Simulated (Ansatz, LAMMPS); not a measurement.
# Electronic structure of liquid (Cs,K,Li)F at 1680 K (82 atoms), part 2 of 2

Wanted: forces, charges and levels of liquid (Cs,K,Li)F at 1680 K (82 atoms).

Ansatz 0.2.0; Kohn-Sham DFT, PBEsol, PAW (set soft_2), plane waves.

The cell: 15 Cs, 8 K, 18 Li and 41 F. The starting topology of bonds comes from the classical model. The ion parameters were fitted for water, not for melts. The Brillouin zone is sampled at Γ only, in a cell whose shortest periodic width is 13 Å. Spin–orbit coupling is left out.

So far. Step 3 (Plane-wave single point): The stored curve holds about 496 of the 548 electrons; the rest, give or take the few that broadening carries across the Fermi level, lie in deeper levels below its range.

**3. Plane-wave single point (continued)**

The levels nearest the highest filled one (over half full), pooled over k-points and spins:

```
level less the highest filled one (eV)  occupation
                                -0.541           2
                                -0.518           2
                                -0.388           2
                                -0.126           2
                               -0.0133           2
                                     0           2
                                  2.92           0
                                  3.55           0
                                  3.85           0
                                  3.96           0
                                  4.06           0
                                  4.19           0
```

Electrostatic potential energy in the bc plane at fractional x = 0.078, with atoms of Cs and K and Li and F within 0.2 Å of it. With pseudopotentials it is smooth inside the atoms' cores, unlike the true potential.

Values in eV, 13 rows by 16 columns, each cell a mean:
```
  0  -3   3   3  -1  -4   5   6   5   5   5   5   5   1  -4   0
  1  -4   3   5   3 -26  -4   5   4   5   5   6   7   5   6   6
  6 -16  -5  -2  -4   3  -1 -14  -5   3   4   5   7   6   7   7
  6 -11  -3 -11 -17   1  -9 -30 -16   2   3   2   4   6   7   7
  6   7   5   3   3   2   3  -2   2   4   1  -3   1   4   6   6
  7   8   7   4   2  -2   4   3   4   5   3   1   2   4   6   7
  7   8   7   5   2   4   4   1   4   6   5   4   4   5   5   6
  4   5   6   7   7   7   6   6   2   7   5   4   4   5   3   2
  3   2   3   7   5   5  -1   4   3   6   5   5   4  -2   4   2
  5   4   4   7   8   4  -7   2   5   3   3   5  -6 -26   4   5
  5   5   6   6   7   5  -9   4   0 -20 -15   3   6   4   4   4
  3   6   6   4   2  -1 -21   2   0 -24 -19   2   2 -11 -19  -9
  2   5   5  -2 -24  -3   7   7   4   1   2   3   1 -18 -22 -16
```
Columns run along b (13.3 Å; values clipped at the 3rd and 97th percentile), rows up along c (13.3 Å). Atoms in or near the plane, at fractional coordinates: Cs at (0.90, 0.05), K at (0.61, 0.14), K at (0.47, 0.74), Li at (0.28, 0.02), Li at (0.25, 0.74), F at (0.34, 0.89), F at (0.10, 0.77), F at (0.40, 0.13), F at (0.83, 0.27).

Valence density in the bc plane at fractional x = 0.078, with atoms of Cs and K and Li and F within 0.2 Å of it. It is the smooth field of the valence electrons, not physical close to the nuclei.

Ten steps, logarithmic in the rise over the least value, from '0' (0 e/Å³) to '9' (10 e/Å³), each cell a mean:
```
00112221012222110000000000000001334321
00232110002467631000000000000001111100
00231000002589841000000000000012332100
00122110001367531100000000000013553200
02477531011112123443100000000012442100
03699742476200136776410000000000110000
01466531476200146777410000000000000000
00111100011111124554210011221100000000
00000000001244321111000012222100000000
00000000001356421000000011221100000000
00111100001234311111000000010000000000
01233210000111100111000000000000000000
01233210000000000011100000000000000000
00111100000000000123321000000000000000
00011100122221000245532000000000000000
00111111134432100134431000000123310000
00111110123321342011110000001478742000
00000000001111232000000000001489952000
00000000000001111000012321001246531000
00000000000013565311246764200011111000
00000000000025998421367875200001233321
10000000000124786311246664100013455543
10001110036621222100012221000024532453
10012221158730000000000000000023554543
```
Columns run along b (13.3 Å), rows up along c (13.3 Å). Atoms in or near the plane, at fractional coordinates: Cs at (0.90, 0.05), K at (0.61, 0.14), K at (0.47, 0.74), Li at (0.28, 0.02), Li at (0.25, 0.74), F at (0.34, 0.89), F at (0.10, 0.77), F at (0.40, 0.13), F at (0.83, 0.27).

Mean Löwdin charges: Cs +0.94, F -0.77, K +0.85, Li +0.80 e (they miss 0.68 % of the electrons, so they add up to more than the cell's charge).

**4. Local order**

These statistics describe the geometry on which the runs were made.

Density 2.25 g/cm³, 28.96 Å³ an atom.

Pair distribution functions g(r), in bins of 0.2 Å:

```
r (Å)  total   F-F  F-Li  F-Cs   F-K  Li-Li  Li-Cs
 1.80   0.41  0.00  1.86  0.00  0.00   0.00   0.00
 2.00   2.06  0.00  9.36  0.00  0.00   0.00   0.00
 2.20   0.77  0.00  3.50  0.00  0.00   0.00   0.00
 2.40   0.54  0.00  2.22  0.25  0.00   0.00   0.00
 2.60   0.91  0.00  0.77  0.89  5.90   0.00   0.00
 2.80   1.04  0.72  0.32  2.98  2.54   0.00   0.00
 3.00   0.98  0.51  0.58  1.90  1.93   3.25   0.00
 3.20   1.37  2.00  0.12  2.08  0.87   1.67   2.00
 3.40   1.12  1.86  0.00  1.46  1.50   1.50   1.20
 3.60   1.15  1.31  0.40  0.95  2.00   1.35   1.86
 3.80   1.29  1.77  0.44  1.06  0.99   2.00   1.20
 4.00   0.81  0.84  0.65  0.77  0.00   0.35   1.52
 4.20   0.97  1.15  0.87  0.78  0.17   1.29   2.00
 4.40   0.78  0.76  0.73  0.55  0.29   0.31   1.07
 4.60   0.95  0.80  1.14  0.80  0.54   1.06   1.63
 4.80   1.00  1.27  0.67  0.73  0.85   0.25   2.27
 5.00   0.99  0.63  1.07  1.17  1.27   0.23   0.56
 5.20   1.05  0.78  1.55  1.01  1.27   0.42   0.38
 5.40   0.89  0.58  0.84  1.21  1.38   0.61   1.08
 5.60   0.98  0.83  1.19  1.08  1.00   0.37   0.90
 5.80   0.98  1.30  1.22  0.78  1.20   0.52   0.42
 6.00   0.98  1.00  1.14  0.85  0.96   1.14   1.18
 6.20   0.89  0.96  1.17  1.00  0.89   0.30   0.63
 6.40   1.00  1.02  0.89  1.05  1.13   1.42   0.85
 6.60   1.02  1.00  0.88  0.99  1.31   1.73   1.04
```

A closer look about Li40, which bears the longest force: 10 atoms, nearest first, numbered in the order of the input, with positions taken from that point.

```
atom      x      y      z  distance (Å)  Löwdin charge (e)     Fx     Fy  Fz (eV/Å)
Li40   0.00   0.00   0.00          0.00               0.82   1.00  -0.53       1.28
 F45   1.70   0.77  -0.53          1.95              -0.75  -0.51   0.01      -0.80
 F44  -0.63  -1.82   0.44          1.98              -0.77   0.24   0.71      -0.62
 F76   0.45   0.70   1.89          2.07              -0.77  -0.33   0.58      -0.04
Li25   1.80   2.22   1.61          3.28               0.80   0.39  -0.06       0.29
Li29   1.90   0.35  -2.69          3.31               0.80  -0.06  -0.27       0.43
 K16   2.35  -2.70  -0.36          3.60               0.85  -0.18   0.31      -0.05
 K22  -0.33  -1.30   3.50          3.75               0.87   0.03  -0.15      -0.54
 Cs9  -1.40  -2.14  -2.74          3.75               0.93   0.61  -0.10      -0.48
 F50   1.84  -1.64  -2.87          3.79              -0.77  -0.46   0.68       0.58
```

**5. Summary of results**

```
free energy per atom                             : -1615.5266 eV/atom
pressure                                         : -3.274 GPa
r.m.s. force component                           : 0.424 eV/Å
gap (highest filled to lowest empty level) : 2.924 eV
wall time of the 1 DFT run                       : 29 s
```

In words: The highest filled and lowest empty levels differ by 2.92 eV (at Γ alone); a semilocal functional tends to put such gaps too low. In a disordered cell it changes from sample to sample and from frame to frame.

**Limits.** The force components of 0.42 eV/Å r.m.s. hold both thermal displacement and the mismatch between the potential that made the cell and DFT. The pressure of -3.3 GPa is that of one thermal frame, in which the classical model's bond lengths enter as well as the volume, without the kinetic term.

[Logs are printed without paths, hosts, clocks, repeated set-up lines and the standing remarks that a program may print on its own settings, such as how far it seeks lower states.]

[Hosts, paths, dates, database ids (printed as entryN), source tags and the programs' standing remarks are cut or masked in the printed files.]
